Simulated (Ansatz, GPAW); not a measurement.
# Work function of Li/Nb(110) at several levels

Aim: the work function of both faces of Li/Nb(110), and its spread over functionals and bases.

Calculated with GPAW 26.7.0 and Ansatz 0.2.0; Ansatz plane waves; slab in vacuum with a dipole correction, relaxation; PAW set soft_1, in the first sound run; inputs show where later runs differ.

Report form: the programs' logs are mostly left out.

## Step 1: Set-up

The cell holds 5 atoms: 4 Nb and 1 Li. Its edges and angles: a = 2.858 Å, b = 2.858 Å, c = 23.585 Å, α = 90.0°, β = 90.0°, γ = 70.5°. Vacuum lies along c.

## Step 2: Relaxing the atoms

Forces are removed first; all later runs use this geometry. The lowest 2 atoms are held at bulk positions and keep their forces.

input.yaml

```yaml
crystal:
  lattice:
    - [2.3334523779, -1.65, 0.0]
    - [2.3334523779, 1.65, 0.0]
    - [0.0, 0.0, 23.5845119279]
  atoms:
    - { symbol: Nb, position: [0.0, 0.0, 0.2968049549] }
    - { symbol: Nb, position: [0.5, 0.5, 0.3957449875] }
    - { symbol: Nb, position: [0.0, 0.0, 0.49468502] }
    - { symbol: Nb, position: [0.5, 0.5, 0.5936250526] }
    - { symbol: Li, position: [0.0, 0.0, 0.7031950451] }
kpoints:
  mp_grid: { grid: [12, 12, 1] }
hamiltonian:
  xc: pbe
  pseudopotentials: { kind: paw, azcp: { folder: soft_1 } }
scf:
  occupations: { method: fermi_dirac, width: 0.1 }
efield:
  axis: 3
  dipole_correction: true
  ramp_width: 0.05
relax:
  f_tol: 0.02
  max_steps: 60
  constraints: [{ sites: [0, 1] }]
output:
  write_potential: true
  write_density: true
  volumetric_format: npy
```

The run is started by

```sh
$ ansatz run input.yaml --threads 4 --pin off --max-ram 8192MiB --backend cpu --events-out ev --progress --plain --runs-dir out
```

The job ended after 17 s (4 threads of AMD EPYC 9R14 (Zen 4), shared host; peak memory 0.71 GiB; 65 s of CPU time).

Relaxation path:

```tsv
step	energy less that of the first step (eV)	largest force component (eV/Å)
1	0.0000	0.2422
2	-0.0177	0.1575
3	-0.0266	0.0572
4	-0.0270	0.0087
5	-0.0270	0.0088
```

The run keeps the 4 symmetry operations that it works with, so distortions that break them were not tested.

The atoms that moved most (Å):

```tsv
atom	dx	dy	dz	length
Li5	0.000	0.000	-0.203	0.203
Nb4	0.000	0.000	-0.028	0.028
Nb3	0.000	0.000	0.019	0.019
```

Final coordinates:

```xyz
5
Lattice="2.3335 -1.6500 0.0000 2.3335 1.6500 0.0000 0.0000 0.0000 23.5845" Properties=species:S:1:pos:R:3
Nb    0.0000    0.0000    7.0000
Nb    2.3335    0.0000    9.3335
Nb    0.0000    0.0000   11.6860
Nb    2.3335    0.0000   13.9725
Li    0.0000    0.0000   16.3815
```

This step gave:

* free energy: -18412.4267 eV
* smearing term TS: 0.2081 eV
* symmetry operations: 4
* upper work function: 3.299 eV
* lower work function: 4.524 eV
* dipole along the normal: 0.05211 e·Å
* dipole field: 0.05192 V/Å
* vacuum level above: 8.705 eV
* vacuum level below: 9.930 eV

The electrostatic potential energy of an electron (with the applied field's), less the Fermi level, planar mean oscillates, so the rows of the table below give means over windows of 2.36 Å about each position, cut where the curve ends. Its maxima inside the range that stand out by 2 % of the span (Å: eV): 0.6: 4.53, 8.1: -1.19, 10.5: -1.05, 12.8: -1.57, 15.5: 1.14. Its minima: 6.9: -20.1, 9.3: -19.9, 11.6: -20.0, 14.0: -20.1, 16.4: -5.16.

Electrostatic potential energy of an electron (with the applied field's), less the Fermi level, planar mean against z; means over each step:

```tsv
z (Å)	electrostatic potential energy of an electron (with the applied field's), less the Fermi level, planar mean (eV)
1.18	4.45
3.54	4.46
5.90	-4.54
8.26	-10.5
10.62	-10.3
12.98	-11.0
15.34	-4.48
17.70	0.930
20.06	3.26
22.42	3.34
```

The valence density, planar mean oscillates, so the rows of the table below give means over windows of 2.36 Å about each position, cut where the curve ends. Its maxima inside the range that stand out by 2 % of the span (Å: e/Å³): 7.1: 1.29, 9.3: 1.29, 11.6: 1.28, 14.0: 1.29, 16.4: 0.502. Its minima: 8.1: 0.264, 10.5: 0.254, 12.8: 0.273, 15.8: 0.0940.

The valence density, planar mean by z; means over each step:

```tsv
z (Å)	valence density, planar mean (e/Å³)
1.18	8.5e-6
3.54	0.00196
5.90	0.398
8.26	0.731
10.62	0.719
12.98	0.755
15.34	0.369
17.70	0.0522
20.06	7.5e-4
22.42	9.4e-6
```

The relaxation lowered the energy of the cell by 0.0270 eV.

## Step 3: The slab's potential

With the geometry fixed, the planar mean of the potential gives the vacuum level on each side.

This step: GPAW, PAW setups; slab in vacuum (GPAW 26.7.0).

run.py

```python
import json
import numpy as np
from ase import Atoms
from gpaw import GPAW, PW

slab = Atoms(
    ['Nb', 'Nb', 'Nb', 'Nb', 'Li'],
    positions=[
        [0.00000, 0.00000, 7.00000],
        [2.33345, 0.00000, 9.33345],
        [0.00000, 0.00000, 11.68603],
        [2.33345, 0.00000, 13.97254],
        [0.00000, 0.00000, 16.38154]],
    cell=[[2.33345, -1.65, 0.0], [2.33345, 1.65, 0.0], [0.0, 0.0, 23.58451]],
    pbc=[True, True, False])

slab.calc = GPAW(mode=PW(400), xc='PBE', kpts={'size': (12, 12, 1), 'gamma': True},
                 occupations={'name': 'fermi-dirac', 'width': 0.1}, nbands='300%',
                 convergence={'density': 1e-05}, maxiter=200,
                 poissonsolver={'dipolelayer': 'xy'},
                 symmetry={'tolerance': 1e-3}, txt='slab.txt')
result = {}
energy = slab.get_potential_energy()
fermi = slab.calc.get_fermi_level()
v = slab.calc.get_electrostatic_potential().mean((0, 1)) - fermi
n = slab.calc.get_pseudo_density().mean((0, 1))
L = slab.cell[2, 2]
z = np.arange(len(v)) * L / len(v)
low, high = slab.positions[:, 2].min(), slab.positions[:, 2].max()
below, above = np.interp([low - 4.8, high + 4.8], z, v)
slopes = [np.interp(x, z, np.gradient(v, z)) for x in (low - 4.8, high + 4.8)]
eps = np.array([[slab.calc.get_eigenvalues(k, s) for k in range(len(slab.calc.get_ibz_k_points()))]
                for s in range(slab.calc.get_number_of_spins())]) - fermi
top, bottom = eps[eps < 0].max(), eps[eps > 0].min()
dipole = slab.get_dipole_moment()[2]
print(f'energy {energy:.4f} eV, Fermi level {fermi:.4f} eV, dipole {dipole:.5f} e A')
print(f'potential 4.8 A off the faces, from the Fermi level: lower {below:.4f} eV, upper {above:.4f} eV')
print(f'slope of the potential there: lower {slopes[0]:.5f}, upper {slopes[1]:.5f} eV/A')
print(f'nearest levels on the mesh: {top:.4f} and {bottom:.4f} eV')
print('magnetic moment', round(slab.get_magnetic_moment(), 3))
result.update(energy=energy, fermi=fermi, dipole=dipole, below=below, above=above, slopes=slopes, edges=[top, bottom],
              z=z.tolist(), v=v.tolist(), n=n.tolist(), positions=slab.positions.tolist(),
              forces=slab.get_forces(apply_constraint=False).tolist(), moments=slab.get_magnetic_moments().tolist())
json.dump(result, open('result.json', 'w'))
```

The run is started by

```sh
$ OMP_NUM_THREADS=1 OPENBLAS_NUM_THREADS=1 python run.py
```

The job ended after 4.1 min (1 thread; peak memory 0.38 GiB).

Numbers from this step:

```yaml
dipole_along_the_normal: 0.05272 e·Å
levels_nearest_the_fermi_level_on_the_mesh: -0.001635, 0.004759 eV from the Fermi level
upper_work_function: 3.289 eV
lower_work_function: 4.529 eV
```

Table of electrostatic potential energy of an electron (without an applied field's), less the Fermi level, planar mean by z:

z (Å), electrostatic potential energy of an electron (without an applied field's), less the Fermi level, planar mean (eV) and a bar from the least value:
```
      0.0        3.9 #############################
      0.5        4.5 ##############################
      1.0        4.5 ##############################
      1.5        4.5 ##############################
      2.0        4.5 ##############################
      2.5        4.5 ##############################
      3.0        4.5 ##############################
      3.5        4.5 ##############################
      4.0        4.5 ##############################
      4.5        4.3 ##############################
      5.0        3.8 #############################
      5.5        2.4 ############################
      6.0       -1.5 ########################
      6.5      -12.9 ############
      7.0      -25.0 
      7.5      -12.5 #############
      8.0       -1.7 ########################
      8.5       -3.8 ######################
      9.0      -18.1 #######
      9.5      -23.0 ##
     10.0       -7.4 ##################
     10.5       -1.0 ########################
     11.0       -6.9 ##################
     11.5      -22.5 ###
     12.0      -18.9 ######
     12.5       -4.4 #####################
     13.0       -2.4 #######################
     13.5      -13.5 ############
     14.0      -25.0 
     14.5      -11.8 #############
     15.0       -1.1 ########################
     15.5        1.1 ###########################
     16.0       -1.4 ########################
     16.5       -3.5 ######################
     17.0       -0.8 #########################
     17.5        1.4 ###########################
     18.0        2.4 ############################
     18.5        2.9 ############################
     19.0        3.2 #############################
     19.5        3.2 #############################
     20.0        3.3 #############################
     20.5        3.3 #############################
     21.0        3.3 #############################
     21.5        3.3 #############################
     22.0        3.3 #############################
     22.5        3.3 #############################
     23.0        3.3 #############################
```

The pseudo valence density, planar mean oscillates, so the rows of the table below give means over windows of 2.32 Å about each position, cut where the curve ends. Its maxima inside the range that stand out by 2 % of the span (Å: e/Å³): 6.9: 1.56, 9.3: 1.53, 11.6: 1.49, 13.9: 1.53. Its minima: 8.2: 0.263, 10.5: 0.254, 12.8: 0.274.

Table of pseudo valence density, planar mean by z; means over each step:

z (Å), pseudo valence density, planar mean (e/Å³) and a bar:
```
     1.16       0.00 
     3.48       0.00 
     5.80       0.34 #############
     8.12       0.72 #############################
    10.44       0.71 ############################
    12.76       0.75 ##############################
    15.08       0.43 #################
    17.40       0.03 #
    19.72       0.00 
    22.04       0.00
```

Force by atom:

```tsv
atom	x (eV/Å)	y (eV/Å)	z (eV/Å)	size
Nb1	0.000	0.000	0.370	0.370
Nb2	0.000	0.000	-0.338	0.338
Nb3	0.000	0.000	0.015	0.015
Nb4	0.000	0.000	-0.056	0.056
Li5	0.000	0.000	0.008	0.008
```

The potential is flat to 0.004 eV/Å where it is read, so the vacuum is wide enough. The geometry is the other program's minimum; here the largest force on a free atom is 0.056 eV/Å.

## Step 4: OptPBE vdW: xc = "optPBE-vdW"

The same geometry under optPBE-vdW, to see how far the functional moves the levels against the vacuum (the van der Waals functionals take revPBE setups).

Edit run.py of step 3 so:

```diff
@@ -16,3 +16,3 @@
 
-slab.calc = GPAW(mode=PW(400), xc='PBE', kpts={'size': (12, 12, 1), 'gamma': True},
+slab.calc = GPAW(mode=PW(400), xc='optPBE-vdW', kpts={'size': (12, 12, 1), 'gamma': True},
                  occupations={'name': 'fermi-dirac', 'width': 0.1}, nbands='300%',
```

The job ended after 3.7 min (1 thread; peak memory 0.5 GiB).

This step gave:

* dipole along the normal: 0.05526 e·Å
* levels nearest the Fermi level on the mesh: -0.003629, 0.002058 eV from the Fermi level
* upper work function: 3.393 eV
* lower work function: 4.694 eV

The electrostatic potential energy of an electron (without an applied field's), less the Fermi level, planar mean oscillates, so the rows of the table below give means over windows of 2.32 Å about each position, cut where the curve ends. Its maxima inside the range that stand out by 2 % of the span (Å: eV): 0.7: 4.70, 8.2: -1.19, 10.5: -1.06, 12.8: -1.63, 15.5: 1.11. Its minima: 6.9: -25.0, 9.4: -24.9, 11.7: -25.0, 14.0: -25.0, 16.4: -3.67.

Table of electrostatic potential energy of an electron (without an applied field's), less the Fermi level, planar mean by z; means over each step:

z (Å), electrostatic potential energy of an electron (without an applied field's), less the Fermi level, planar mean (eV) and a bar from the least value:
```
     1.16        4.6 ##############################
     3.48        4.6 ##############################
     5.80       -3.8 ###############
     8.12      -11.3 #
    10.44      -11.1 #
    12.76      -11.9 
    15.08       -6.4 ##########
    17.40        0.3 ######################
    19.72        3.3 ############################
    22.04        3.4 ############################
```

The pseudo valence density, planar mean oscillates, so the rows of the table below give means over windows of 2.32 Å about each position, cut where the curve ends. Its maxima inside the range that stand out by 2 % of the span (Å: e/Å³): 6.9: 1.56, 9.3: 1.54, 11.6: 1.49, 13.9: 1.54. Its minima: 8.2: 0.260, 10.5: 0.251, 12.8: 0.271.

Table of pseudo valence density, planar mean by z; means over each step:

z (Å), pseudo valence density, planar mean (e/Å³) and a bar:
```
     1.16       0.00 
     3.48       0.00 
     5.80       0.34 #############
     8.12       0.72 #############################
    10.44       0.71 ############################
    12.76       0.75 ##############################
    15.08       0.43 #################
    17.40       0.03 #
    19.72       0.00 
    22.04       0.00
```

Force by atom:

```tsv
atom	x (eV/Å)	y (eV/Å)	z (eV/Å)	size
Nb1	0.000	0.000	0.190	0.190
Nb2	0.000	0.000	-0.329	0.329
Nb3	0.000	0.000	-0.003	0.003
Nb4	0.000	0.000	0.097	0.097
Li5	0.000	0.000	0.045	0.045
```

The upper face's work function is 3.393 eV, against 3.289 eV in the first plane-wave PBE run at this geometry.

## Step 5: Self-consistent run: xc = "vdW-DF2"

The same geometry under vdW-DF2, to see how far the functional moves the levels against the vacuum (the van der Waals functionals take revPBE setups).

Edit run.py of step 4 so:

```diff
@@ -16,3 +16,3 @@
 
-slab.calc = GPAW(mode=PW(400), xc='optPBE-vdW', kpts={'size': (12, 12, 1), 'gamma': True},
+slab.calc = GPAW(mode=PW(400), xc='vdW-DF2', kpts={'size': (12, 12, 1), 'gamma': True},
                  occupations={'name': 'fermi-dirac', 'width': 0.1}, nbands='300%',
```

The job ended after 4.9 min (1 thread; peak memory 0.5 GiB).

Numbers from this step:

```
dipole along the normal                    : 0.05858 e·Å
levels nearest the Fermi level on the mesh : -0.001677, 0.004630 eV from the Fermi level
upper work function                        : 3.399 eV
lower work function                        : 4.777 eV
```

Table of electrostatic potential energy of an electron (without an applied field's), less the Fermi level, planar mean by z:

```tsv
z (Å)	electrostatic potential energy of an electron (without an applied field's), less the Fermi level, planar mean (eV)
0.0	4.09
0.5	4.78
1.0	4.78
1.5	4.78
2.0	4.78
2.5	4.78
3.0	4.77
3.5	4.74
4.0	4.68
4.5	4.48
5.0	3.94
5.5	2.47
6.0	-1.57
6.5	-13.0
7.0	-25.1
7.5	-12.7
8.0	-2.06
8.5	-4.10
9.0	-18.3
9.5	-23.1
10.0	-7.62
10.5	-1.35
11.0	-7.16
11.5	-22.7
12.0	-19.0
12.5	-4.63
13.0	-2.66
13.5	-13.7
14.0	-25.1
14.5	-12.0
15.0	-1.25
15.5	1.03
16.0	-1.38
16.5	-3.39
17.0	-0.663
17.5	1.42
18.0	2.47
18.5	2.98
19.0	3.21
19.5	3.32
20.0	3.37
20.5	3.39
21.0	3.40
21.5	3.40
22.0	3.40
22.5	3.40
23.0	3.40
```

The upper face's work function is 3.399 eV, against 3.289 eV in the first plane-wave PBE run at this geometry.

## Step 6: Self-consistent run: xc = "RPBE"

The same geometry under RPBE, to see how far the functional moves the levels against the vacuum.

Edit run.py of step 5 so:

```diff
@@ -16,3 +16,3 @@
 
-slab.calc = GPAW(mode=PW(400), xc='vdW-DF2', kpts={'size': (12, 12, 1), 'gamma': True},
+slab.calc = GPAW(mode=PW(400), xc='RPBE', kpts={'size': (12, 12, 1), 'gamma': True},
                  occupations={'name': 'fermi-dirac', 'width': 0.1}, nbands='300%',
```

Elapsed: 3.4 min, on 1 thread; peak memory 0.38 GiB.

This step gave:

* dipole along the normal: 0.04974 e·Å
* levels nearest the Fermi level on the mesh: -9.02e-4, 0.003743 eV from the Fermi level
* upper work function: 3.228 eV
* lower work function: 4.398 eV

The electrostatic potential energy of an electron (without an applied field's), less the Fermi level, planar mean oscillates, so the rows of the table below give means over windows of 2.32 Å about each position, cut where the curve ends. Its maxima inside the range that stand out by 2 % of the span (Å: eV): 8.2: -1.20, 10.5: -1.07, 12.8: -1.64, 15.5: 1.05. Its minima: 6.9: -25.1, 9.4: -25.0, 11.7: -25.1, 14.0: -25.1, 16.4: -3.74.

Electrostatic potential energy of an electron (without an applied field's), less the Fermi level, planar mean against z; means over each step:

z (Å), electrostatic potential energy of an electron (without an applied field's), less the Fermi level, planar mean (eV) and a bar from the least value:
```
     1.16        4.4 ##############################
     3.48        4.3 ##############################
     5.80       -3.9 ###############
     8.12      -11.4 #
    10.44      -11.2 ##
    12.76      -12.0 
    15.08       -6.5 ##########
    17.40        0.2 ######################
    19.72        3.2 ############################
    22.04        3.2 ############################
```

The upper face's work function is 3.228 eV, against 3.289 eV in the first plane-wave PBE run at this geometry.

## Step 7: Real-space grid: mode = "fd"

A real-space grid is a second complete basis, so it checks the plane-wave result.

Edit run.py of step 6 so:

```diff
@@ -3,3 +3,3 @@
 from ase import Atoms
-from gpaw import GPAW, PW
+from gpaw import GPAW
 
@@ -16,3 +16,3 @@
 
-slab.calc = GPAW(mode=PW(400), xc='RPBE', kpts={'size': (12, 12, 1), 'gamma': True},
+slab.calc = GPAW(mode='fd', h=0.18, xc='PBE', kpts={'size': (12, 12, 1), 'gamma': True},
                  occupations={'name': 'fermi-dirac', 'width': 0.1}, nbands='300%',
```

Wall time 28 min (1 thread); peak memory 2.4 GiB.

This step gave:

- dipole along the normal: 0.05274 e·Å
- levels nearest the Fermi level on the mesh: -0.002244, 0.004923 eV from the Fermi level
- upper work function: 3.288 eV
- lower work function: 4.528 eV

The upper face's work function is 3.288 eV, against 3.289 eV in the first plane-wave PBE run at this geometry.

## Step 8: Cost and result by level

Times are for 1 thread of AMD EPYC 9R14 (Zen 4), shared host. The series side by side:

```tsv
no.	run	upper work function (eV)	lower work function (eV)	time	memory (GiB)
1	pw	3.289	4.529	4.1 min	0.38
2	optPBE vdW	3.393	4.694	3.7 min	0.5
3	vdW DF2	3.399	4.777	4.9 min	0.5
4	RPBE	3.228	4.398	3.4 min	0.38
5	fd	3.288	4.528	28 min	2.4
```

## Step 9: Atomic orbitals

Atom-centred orbitals end a few angstrom from the surface, which tests how much the density's tail matters.

Edit run.py of step 7 so:

```diff
@@ -16,4 +16,4 @@
 
-slab.calc = GPAW(mode='fd', h=0.18, xc='PBE', kpts={'size': (12, 12, 1), 'gamma': True},
-                 occupations={'name': 'fermi-dirac', 'width': 0.1}, nbands='300%',
+slab.calc = GPAW(mode='lcao', basis='dzp', h=0.18, xc='PBE', kpts={'size': (12, 12, 1), 'gamma': True},
+                 occupations={'name': 'fermi-dirac', 'width': 0.1}, nbands='120%',
                  convergence={'density': 1e-05}, maxiter=200,
```

The job ended after 53 min (1 thread; peak memory 0.51 GiB).

The run was cut off at its time limit.

(Continued in part 2 of 2.)

[Logs are printed without paths, hosts, clocks, repeated set-up lines and the standing remarks that a program may print on its own settings, such as how far it seeks lower states.]

[Hosts, paths, dates, database ids (printed as entryN), source tags and the programs' standing remarks are cut or masked in the printed files.]
